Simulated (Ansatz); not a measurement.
# TlBiO3 (model cell, started as cubic perovskite with Bi in the octahedra): following an unstable mode

Wanted: the energy along a soft mode of TlBiO3 (model cell, started as cubic perovskite with Bi in the octahedra) and the structure at the end.

Method: DFT PBEsol, scalar-relativistic, plane waves, PAW; PAW set soft_1, in Ansatz 0.2.0.

This is a report of a sequence of runs, with most program output left out.

The structure was built from a prototype and need not be the compound's stable phase.

### Step 1. The structure

Symmetry: Pm-3m, No. 221, cubic system. Conventional cell: a = 4.242 Å, b = 4.242 Å, c = 4.242 Å, α = 90.00°, β = 90.00°, γ = 90.00°. Nearest to Tl lie 12 O at 3.00 Å. Nearest to Bi lie 6 O at 2.12 Å. O has 2 Bi at 2.12 Å nearest. Farther neighbours and most contacts between anions are not listed.

### Step 2. Response at finite wavevector

The cell comes from relaxations at this level that are not shown. Stability and thermal properties need the whole zone. Linear response on a 4×4×4 q mesh gives force constants as far as a supercell of that size would.

File input.yaml:

```yaml
crystal:
  lattice:
    - [4.2417336508, 0.0, 0.0]
    - [0.0, 4.2417336508, 0.0]
    - [0.0, 0.0, 4.2417336508]
  atoms:
    - { symbol: Tl, position: [0.0, 0.0, 0.0] }
    - { symbol: Bi, position: [0.5, 0.5, 0.5] }
    - { symbol: O, position: [0.5, 0.5, 0.0] }
    - { symbol: O, position: [0.5, 0.0, 0.5] }
    - { symbol: O, position: [0.0, 0.5, 0.5] }
kpoints:
  mp_grid: { grid: [8, 8, 8] }
hamiltonian:
  xc: pbesol
  pseudopotentials: { kind: paw, azcp: { folder: soft_1 }, xc_functional: pbe }
scf:
  occupations: { method: methfessel_paxton, width: 0.2 }
output:
  eigenvalues: true
phonons:
  method: dfpt
  qmesh: [4, 4, 4]
  temperatures: { t_max: 1000, t_step: 50 }
  qpath:
    path:
      - [[0.0, 0.0, 0.0], [0.0, 0.5, 0.0], [0.5, 0.5, 0.0], [0.0, 0.0, 0.0], [0.5, 0.5, 0.5], [0.0, 0.5, 0.0]]
      - [[0.5, 0.5, 0.5], [0.5, 0.5, 0.0]]
    npoints: 10
```

Command:

```sh
ansatz run input.yaml --threads 4 --pin off --max-ram 16384MiB --backend cpu --events-out ev --progress --plain --runs-dir out
```

It took 14 min on 4 threads of Arm Neoverse V1, shared host; peak memory 2.6 GiB; 56 min of CPU time.

Numbers from this step:

- volume per atom: 15.26 Å³
- gap on the k-mesh: 0 eV
- sum-rule residual before enforcement: 3.24e-5 eV/Å²
- lowest frequency on the path: -78.91 cm⁻¹
- point group: m-3m
- highest frequency on the path or at a solved wavevector: 559.1 cm⁻¹
- highest optical mode at the zone centre (no LO-TO term): 534.2 cm⁻¹
- lowest optical zone-centre mode: -32.76 cm⁻¹
- lowest mode on the q mesh (acoustic modes at Γ apart): -78.91 cm⁻¹

Frequencies (cm⁻¹) solved at each irreducible wavevector; negative means imaginary. Frequencies by wavevector, by row:

| q in reciprocal lattice units | star | mode 1 | mode 2 | mode 3 | mode 4 | mode 13 | mode 14 | mode 15 |
| --- | --- | --- | --- | --- | --- | --- | --- | --- |
| 0 0 0 | 1 | -32.8 | -32.8 | -32.8 | 0 | 534.2 | 534.2 | 534.2 |
| 0 0 0.25 | 6 | -16.6 | 15.6 | 15.6 | 50.3 | 521.9 | 537.6 | 537.6 |
| 0 0 -0.5 | 3 | 26.7 | 26.7 | 68.3 | 70.5 | 519.5 | 537.8 | 537.8 |
| 0 0.25 0.25 | 12 | -34.4 | 27.4 | 49.4 | 57.9 | 508.5 | 541 | 544 |
| 0 0.25 -0.5 | 12 | -34.2 | 32.5 | 43.9 | 55.4 | 502.5 | 535.6 | 542.4 |
| 0 -0.5 -0.5 | 3 | -77.5 | 16.3 | 16.3 | 34.9 | 505.5 | 506.6 | 545.7 |
| 0.25 0.25 0.25 | 8 | -7 | -7 | 43.2 | 66.8 | 511.6 | 511.6 | 558.5 |
| 0.25 0.25 -0.5 | 12 | -26.4 | 27.4 | 35.4 | 59.2 | 501.9 | 513.9 | 549 |
| 0.25 -0.5 -0.5 | 6 | -77.1 | 21.5 | 21.5 | 32.7 | 504.6 | 505.5 | 541.2 |
| -0.5 -0.5 -0.5 | 1 | -78.9 | -78.9 | -78.9 | 31.1 | 504.1 | 504.1 | 546.2 |

Interpolated from a 4×4×4 q mesh. The phonon branches at the labelled points (cm⁻¹):

| point | branch 1 | branch 2 | branch 3 | branch 4 | branch 12 | branch 13 | branch 14 | branch 15 |
| --- | --- | --- | --- | --- | --- | --- | --- | --- |
| Γ | -33 | -33 | -33 | 0 | 156 | 534 | 534 | 534 |
| halfway | -17 | 16 | 16 | 50 | 160 | 522 | 538 | 538 |
| X | 27 | 27 | 68 | 70 | 163 | 520 | 538 | 538 |
| halfway | -34 | 32 | 44 | 55 | 186 | 502 | 536 | 542 |
| M | -78 | 16 | 16 | 35 | 194 | 506 | 507 | 546 |
| halfway | -34 | 27 | 49 | 58 | 178 | 508 | 541 | 544 |
| Γ | -33 | -33 | -33 | 0 | 156 | 534 | 534 | 534 |
| halfway | -7 | -7 | 43 | 67 | 181 | 512 | 512 | 558 |
| R | -79 | -79 | -79 | 31 | 199 | 504 | 504 | 546 |
| halfway | -26 | 27 | 35 | 59 | 187 | 502 | 514 | 549 |
| X | 27 | 27 | 68 | 70 | 163 | 520 | 538 | 538 |
| jump to R | -79 | -79 | -79 | 31 | 199 | 504 | 504 | 546 |
| halfway | -77 | 22 | 22 | 33 | 197 | 505 | 506 | 541 |
| M | -78 | 16 | 16 | 35 | 194 | 506 | 507 | 546 |

Symmetry leaves 10 wavevectors to solve. The lowest mode among them, the acoustic zeros apart, lies at q = (-0.5, -0.5, -0.5) and is imaginary, 78.9i cm⁻¹, so the energy falls along it.

### Step 3. The mode frozen in, largest atomic shift 0 Å

The mode followed lies at q = (-0.5, -0.5, -0.5) with frequency 78.9i cm⁻¹ and is 3-fold degenerate, the softest among the wavevectors solved. At small amplitude the distorted cell has space group no. 140 by a symmetry search on the positions. The undistorted cell that holds it gives the zero of energy on the same k mesh.

System of this step: TlBiO3 (model cell, started as cubic perovskite with Bi in the octahedra). Symmetry: Pm-3m, No. 221, cubic system. The conventional cell has a = 4.242 Å, b = 4.242 Å, c = 4.242 Å, α = 90.00°, β = 90.00°, γ = 90.00°. Nearest to Tl lie 12 O at 3.00 Å. Bi has 6 O at 2.12 Å nearest. O has 2 Bi at 2.12 Å nearest. Farther neighbours and most contacts between anions are not listed.

input.yaml, the sections that differ from step 2:

```yaml
crystal:
  lattice:
    - [4.2417336508, 4.2417336508, 0.0]
    - [4.2417336508, 0.0, 4.2417336508]
    - [4.2417336508, 0.0, -4.2417336508]
  atoms:
    - { symbol: Tl, position: [0.0, 0.0, 0.0] }
    - { symbol: Tl, position: [0.0, 0.5, 0.5] }
    - { symbol: Bi, position: [0.5, 0.25, 0.75] }
    - { symbol: Bi, position: [0.5, 0.75, 0.25] }
    - { symbol: O, position: [0.5, 0.0, 0.0] }
    - { symbol: O, position: [0.5, 0.5, 0.5] }
    - { symbol: O, position: [0.0, 0.5, 0.0] }
    - { symbol: O, position: [0.0, 0.0, 0.5] }
    - { symbol: O, position: [0.5, 0.0, 0.5] }
    - { symbol: O, position: [0.5, 0.5, 0.0] }
output:
  forces: true
  stress: true
  eigenvalues: true
# kpoints, hamiltonian, scf: as in step 2
# phonons: removed
```

Run time: 3.9 s. Hardware: 4 threads; peak memory 0.62 GiB.

This step gave:

| Property | Result |
| --- | --- |
| pressure | -0.03891 GPa |
| energy from the undistorted cell | 0 meV/atom |

The run ends at a pressure of -0.04 GPa.

### Step 4. The mode frozen in, largest atomic shift 0.32 Å

The atoms are moved along the unstable eigenvector, the largest shift by 0.32 Å, with the cell fixed.

Changes to input.yaml since step 3:

```diff
@@ -10,8 +10,8 @@
     - { symbol: Bi, position: [0.5, 0.75, 0.25] }
-    - { symbol: O, position: [0.5, 0.0, 0.0] }
-    - { symbol: O, position: [0.5, 0.5, 0.5] }
+    - { symbol: O, position: [0.5, 0.0377204259, 0.0377204259] }
+    - { symbol: O, position: [0.5, 0.4622795741, 0.4622795741] }
     - { symbol: O, position: [0.0, 0.5, 0.0] }
     - { symbol: O, position: [0.0, 0.0, 0.5] }
-    - { symbol: O, position: [0.5, 0.0, 0.5] }
-    - { symbol: O, position: [0.5, 0.5, 0.0] }
+    - { symbol: O, position: [0.5, -0.0377204259, 0.5377204259] }
+    - { symbol: O, position: [0.5, 0.5377204259, -0.0377204259] }
 kpoints:
@@ -27 +27,5 @@
   eigenvalues: true
+  write_density: true
+  write_potential: true
+  elf: true
+  volumetric_format: npy
```

Wall time 10 s (4 threads); peak memory 0.75 GiB; 40 s of CPU time.

Numbers from this step:

* pressure: -0.2627 GPa
* energy from the undistorted cell: -2.197 meV/atom

The energy, extrapolated to zero smearing, is -2.20 meV/atom against the undistorted cell.

The run ends at a pressure of -0.26 GPa, with forces up to 0.011 eV/Å.

### Step 5. Energy along the mode, all amplitudes (two of the runs are shown above)

An imaginary frequency means negative curvature, so the energy should fall and then rise again as anharmonic terms take over.

This step gave:

```yaml
depth_at_the_lowest_point_sampled: 2.197 meV/atom
largest_atomic_shift_at_that_point: 0.32 Å
```

The energy from the parent by largest atomic shift:

| largest atomic shift (Å) | energy from the parent (meV/atom) |
| --- | --- |
| 0.000 | 0 |
| 0.040 | -0.106 |
| 0.080 | -0.407 |
| 0.140 | -1.10 |
| 0.220 | -2.01 |
| 0.320 | -2.20 |
| 0.450 | -0.576 |
| 0.600 | 3.48 |

Displacement at unit largest shift by atom:

| atom | x (Å) | y (Å) | z (Å) | size |
| --- | --- | --- | --- | --- |
| Tl1 | 0.00 | 0.00 | 0.00 | 0.00 |
| Tl2 | 0.00 | 0.00 | 0.00 | 0.00 |
| Bi3 | 0.00 | 0.00 | 0.00 | 0.00 |
| Bi4 | 0.00 | 0.00 | 0.00 | 0.00 |
| O5 | 1.00 | 0.00 | 0.00 | 1.00 |
| O6 | -1.00 | 0.00 | 0.00 | 1.00 |
| O7 | 0.00 | 0.00 | 0.00 | 0.00 |
| O8 | 0.00 | 0.00 | 0.00 | 0.00 |
| O9 | 0.00 | 0.00 | -1.00 | 1.00 |
| O10 | 0.00 | 0.00 | 1.00 | 1.00 |

The lowest of the steps tried is at 0.32 Å, 2.20 meV/atom below the parent; the bottom of the well need not coincide with a step.

### Step 6. Relaxation from the frozen mode

Starting from the lowest point found, all atoms and the cell are let go, so that strain and other modes of the same symmetry can join in.

Changes to input.yaml since step 4:

```diff
@@ -27,5 +27,6 @@
   eigenvalues: true
-  write_density: true
-  write_potential: true
-  elf: true
-  volumetric_format: npy
+relax:
+  adjacent_minimum: "off"
+  f_tol: 0.002
+  max_steps: 120
+  cell: { stress_tol: 0.03 }
```

The job ended after 70 s (4 threads; peak memory 0.78 GiB).

The steps of the relaxation:

| step | energy less that of the first step (eV) | largest force component (eV/Å) | pressure (GPa) | volume (Å³) |
| --- | --- | --- | --- | --- |
| 1 | 0.0000 | 0.0111 | -0.26 | 152.64 |
| 2 | -0.0088 | 0.0002 | 0.13 | 152.03 |
| 3 | -0.0098 | 0.0095 | -0.19 | 152.39 |
| 4 | -0.0108 | 0.0081 | 0.06 | 152.05 |
| 5 | -0.0109 | 0.0063 | 0.03 | 152.08 |
| 6 | -0.0110 | 0.0019 | 0.00 | 152.10 |
| 7 | -0.0111 | 0.0000 | 0.00 | 152.09 |
| 8* | -0.0104 | 0.0001 | -0.01 | 152.09 |
| 9 | -0.0105 | 0.0004 | 0.00 | 152.06 |
| 10* | -0.0105 | 0.0004 | 0.00 | 152.06 |

Relaxation steps marked * repeat the geometry before them on a plane-wave basis chosen anew for their cell, so energy and pressure can jump there.

Forces are held to the 16 operations that the run works with; a distortion that breaks them can't arise in this run.

| conventional cell, symmetrised | before | after | change |
| --- | --- | --- | --- |
| a (Å) | 5.999 | 5.956 | -0.7 % |
| b (Å) | 5.999 | 5.956 | -0.7 % |
| c (Å) | 8.483 | 8.574 | +1.1 % |
| volume (Å³/atom) | 15.26 | 15.21 | -0.4 % |

The atoms that moved most (Å, as changes of fractional coordinates times the final cell):

| atom | dx | dy | dz | length |
| --- | --- | --- | --- | --- |
| O9 | 0.000 | 0.000 | -0.047 | 0.047 |
| O10 | 0.000 | 0.000 | 0.047 | 0.047 |
| O5 | 0.047 | 0.000 | 0.000 | 0.047 |
| O6 | -0.047 | 0.000 | 0.000 | 0.047 |

Final coordinates:

```cif
data_structure
_symmetry_space_group_name_H-M 'P 1'
_symmetry_Int_Tables_number 1
_cell_length_a 6.0095
_cell_length_b 5.9556
_cell_length_c 5.9556
_cell_angle_alpha 90.000
_cell_angle_beta 60.297
_cell_angle_gamma 60.297
_cell_volume 152.06
loop_
_atom_site_label
_atom_site_type_symbol
_atom_site_fract_x
_atom_site_fract_y
_atom_site_fract_z
_atom_site_occupancy
Tl1 Tl 0.00000 0.00000 0.00000 1
Tl2 Tl 0.00000 0.50000 0.50000 1
Bi3 Bi 0.50000 0.25000 0.75000 1
Bi4 Bi 0.50000 0.75000 0.25000 1
O5 O 0.50000 0.04335 0.04335 1
O6 O 0.50000 0.45665 0.45665 1
O7 O 0.00000 0.50000 0.00000 1
O8 O 0.00000 0.00000 0.50000 1
O9 O 0.50000 0.95665 0.54335 1
O10 O 0.50000 0.54335 0.95665 1
```

This step gave:

```yaml
pressure: -6.60e-5 GPa
volume_per_atom: 15.21 Å³
```

The distorted start has space group I4/mcm; the relaxation ends in I4/mcm.

### Step 7. The new phase in its own primitive cell

The relaxed structure is symmetrised, reduced to its primitive cell and relaxed tightly, as its phonons need.

input.yaml, the sections that differ from step 6:

```yaml
crystal:
  lattice:
    - [-2.9777798244, 2.9777798244, 4.2872229443]
    - [2.9777798244, -2.9777798244, 4.2872229443]
    - [2.9777798244, 2.9777798244, -4.2872229443]
  atoms:
    - { symbol: Tl, position: [0.75, 0.25, 0.5] }
    - { symbol: Tl, position: [0.25, 0.75, 0.5] }
    - { symbol: Bi, position: [0.0, 0.0, 0.0] }
    - { symbol: Bi, position: [0.5, 0.5, 0.0] }
    - { symbol: O, position: [0.7066490417, 0.2066490417, 0.9132980835] }
    - { symbol: O, position: [0.2933509583, 0.7933509583, 0.0867019165] }
    - { symbol: O, position: [0.75, 0.75, 0.0] }
    - { symbol: O, position: [0.25, 0.25, 0.0] }
    - { symbol: O, position: [0.2066490417, 0.2933509583, 0.5] }
    - { symbol: O, position: [0.7933509583, 0.7066490417, 0.5] }
relax:
  adjacent_minimum: "off"
  f_tol: 0.001
  max_steps: 60
  cell: { stress_tol: 0.01 }
# kpoints, hamiltonian, scf, output: as in step 6
```

Elapsed: 34 s, on 4 threads; peak memory 0.78 GiB.

Little changed from the start: no atom moved by 0.005 Å and no cell edge by 0.1 %.

This step gave:

```yaml
pressure: -2.56e-4 GPa
```

The largest force component left is 0.014 meV/Å and the pressure is 0.000 GPa, within the tolerances set. The cell now holds 15.21 Å³/atom.

### Step 8. Modes of the new phase

A relaxed structure may still be a saddle point, so its zone-centre modes are computed. No field response is asked, since the mesh shows no gap.

input.yaml, the sections that differ from step 7:

```yaml
crystal:
  lattice:
    - [-2.9780298841, 2.9780298841, 4.286554767]
    - [2.9780298841, -2.9780298841, 4.286554767]
    - [2.9780298841, 2.9780298841, -4.286554767]
  atoms:
    - { symbol: Tl, position: [0.75, 0.25, 0.5] }
    - { symbol: Tl, position: [0.25, 0.75, 0.5] }
    - { symbol: Bi, position: [0.0, 0.0, 0.0] }
    - { symbol: Bi, position: [0.5, 0.5, 0.0] }
    - { symbol: O, position: [0.7066499162, 0.2066499162, 0.9132998325] }
    - { symbol: O, position: [0.2933500838, 0.7933500838, 0.0867001675] }
    - { symbol: O, position: [0.75, 0.75, 0.0] }
    - { symbol: O, position: [0.25, 0.25, 0.0] }
    - { symbol: O, position: [0.2066499162, 0.2933500838, 0.5] }
    - { symbol: O, position: [0.7933500838, 0.7066499162, 0.5] }
output:
  eigenvalues: true
phonons:
  method: dfpt
# kpoints, hamiltonian, scf: as in step 7
# relax: removed
```

Wall time 12 min (4 threads); peak memory 6.1 GiB.

This step gave:

| Quantity | Value |
| --- | --- |
| point group | 4/mmm |
| highest optical mode at the zone centre (no LO-TO term) | 500.2 cm⁻¹ |
| lowest optical zone-centre mode | -66.18 cm⁻¹ |

Patterns of degenerate modes are one choice out of their space. The modes at Γ (shares of kinetic energy by element, %) (negative means imaginary):

| mode | frequency (cm⁻¹) | symmetry | Tl % | Bi % | O % |
| --- | --- | --- | --- | --- | --- |
| 1 | -66.2 | Eg | 8 | 0 | 92 |
| 2 | -66.2 | Eg | 8 | 0 | 92 |
| 3 | 0.0 | acoustic | 44 | 45 | 10 |
| 4 | 0.0 | acoustic | 44 | 45 | 10 |
| 5 | 0.0 | acoustic | 44 | 45 | 10 |
| 6 | 48.5 | Eu | 50 | 22 | 28 |
| 7 | 48.5 | Eu | 50 | 22 | 28 |
| 8 | 53.4 | A2u | 51 | 22 | 27 |
| 9 | 53.9 | Eg | 91 | 0 | 9 |
| 10 | 53.9 | Eg | 91 | 0 | 9 |
| 11 | 56.0 | B2g | 99 | 0 | 1 |
| 12 | 81.0 | A1g | 0 | 0 | 100 |
| 13 | 104.1 | B1u | 0 | 0 | 100 |
| 14 | 125.8 | Eu | 5 | 32 | 63 |
| 15 | 125.8 | Eu | 5 | 32 | 63 |
| 16 | 132.2 | A2u | 5 | 29 | 66 |
| 17 | 165.1 | Eu | 0 | 37 | 62 |
| 18 | 165.1 | Eu | 0 | 37 | 62 |
| 19 | 176.9 | A1u | 0 | 100 | 0 |
| 20 | 193.4 | Eu | 0 | 59 | 41 |
| 21 | 193.4 | Eu | 0 | 59 | 41 |
| 22 | 200.7 | Eg | 1 | 0 | 99 |
| 23 | 200.7 | Eg | 1 | 0 | 99 |
| 24 | 217.7 | B2g | 1 | 0 | 99 |
| 25 | 459.4 | A2g | 0 | 0 | 100 |
| 26 | 483.4 | A2g | 0 | 0 | 100 |
| 27 | 486.2 | B1g | 0 | 0 | 100 |
| 28 | 491.1 | A2u | 0 | 4 | 96 |
| 29 | 500.2 | Eu | 0 | 4 | 96 |
| 30 | 500.2 | Eu | 0 | 4 | 96 |

Displacements in mode 2 (-66.2 cm⁻¹), the largest set to 1:
```
Tl1  0.00 -0.10  0.00
Tl2  0.00  0.10  0.00
Bi3  0.00  0.00  0.00
Bi4  0.00  0.00  0.00
O5   0.00  0.00  0.54
O6   0.00  0.00 -0.54
O7  -0.01 -1.00  0.00
O8   0.01  1.00  0.00
O9   0.00  0.00 -0.55
O10  0.00  0.00  0.55
```

Displacements in mode 20 (193.4 cm⁻¹), the largest set to 1:
```
Tl1  0.00 -0.04  0.00
Tl2  0.00 -0.04  0.00
Bi3 -0.61  0.17  0.00
Bi4  0.61  0.17  0.00
O5  -0.88 -1.00  0.00
O6  -0.88 -1.00  0.00
O7   0.00  0.28  0.00
O8   0.00  0.28  0.00
O9   0.88 -1.00  0.00
O10  0.88 -1.00  0.00
```

Before it was imposed, the acoustic sum rule was missed by 3.2e-5 eV/Å². Small misses are needed for a sound result but don't prove that mesh and cutoff are converged. The lowest optical mode is imaginary, 66.2i cm⁻¹, so the energy falls along it.

### Step 9. Outcome

```
unstable mode of the parent                                                      : q = (-0.5, -0.5, -0.5), 79i cm⁻¹
depth at the lowest point sampled                                                : 2.20 meV/atom
largest atomic shift at that point                                               : 0.32 Å
space group reached (within 0.01 Å)                                              : I4/mcm
energy gained over the parent (first relaxation, on the mesh of the frozen mode) : 3.27 meV/atom
volume per atom, phase reached                                                   : 15.2 Å³
lowest optical zone-centre mode, phase reached                                   : -66.2 cm⁻¹
highest optical mode at the zone centre (no LO-TO term), phase reached           : 500 cm⁻¹
```

Along this mode the structure falls into I4/mcm, 3.27 meV/atom below the parent. At the parent's cell the well is 2.197 meV/atom deep on the steps tried, with its lowest point at a shift of 0.32 Å. Relaxing atoms and cell changes the gain by +1.08 meV/atom against the lowest step (energies at zero smearing). The new phase still has an imaginary mode at the zone centre of its cell, so it is a saddle point on the way to a lower structure. Of the 4 patterns followed to their end from this parent, this one ends 127 meV/atom above the lowest, R-3c. Another end point lies within 1 meV/atom; how such a difference moves with mesh and cutoff was not tested. Each path keeps the symmetry of its pattern, so a lower phase may lie along a pattern not tried. With no gap, or one that is small against the smearing, the frequencies hang on the k mesh and the smearing, most of all near Kohn anomalies. Spin-orbit coupling is left out, which can matter for the heavy elements here. The PAW files were made for PBE and serve the other functionals too. A phonon run warned that its eigensolver left some bands unconverged in a pass. The starting cell was built on a prototype and not taken from a measurement, so the phase need not exist.

[Logs are printed without paths, hosts, clocks, repeated set-up lines and the standing remarks that a program may print on its own settings, such as how far it seeks lower states.]

[Hosts, paths, dates, database ids (printed as entryN), source tags and the programs' standing remarks are cut or masked in the printed files.]
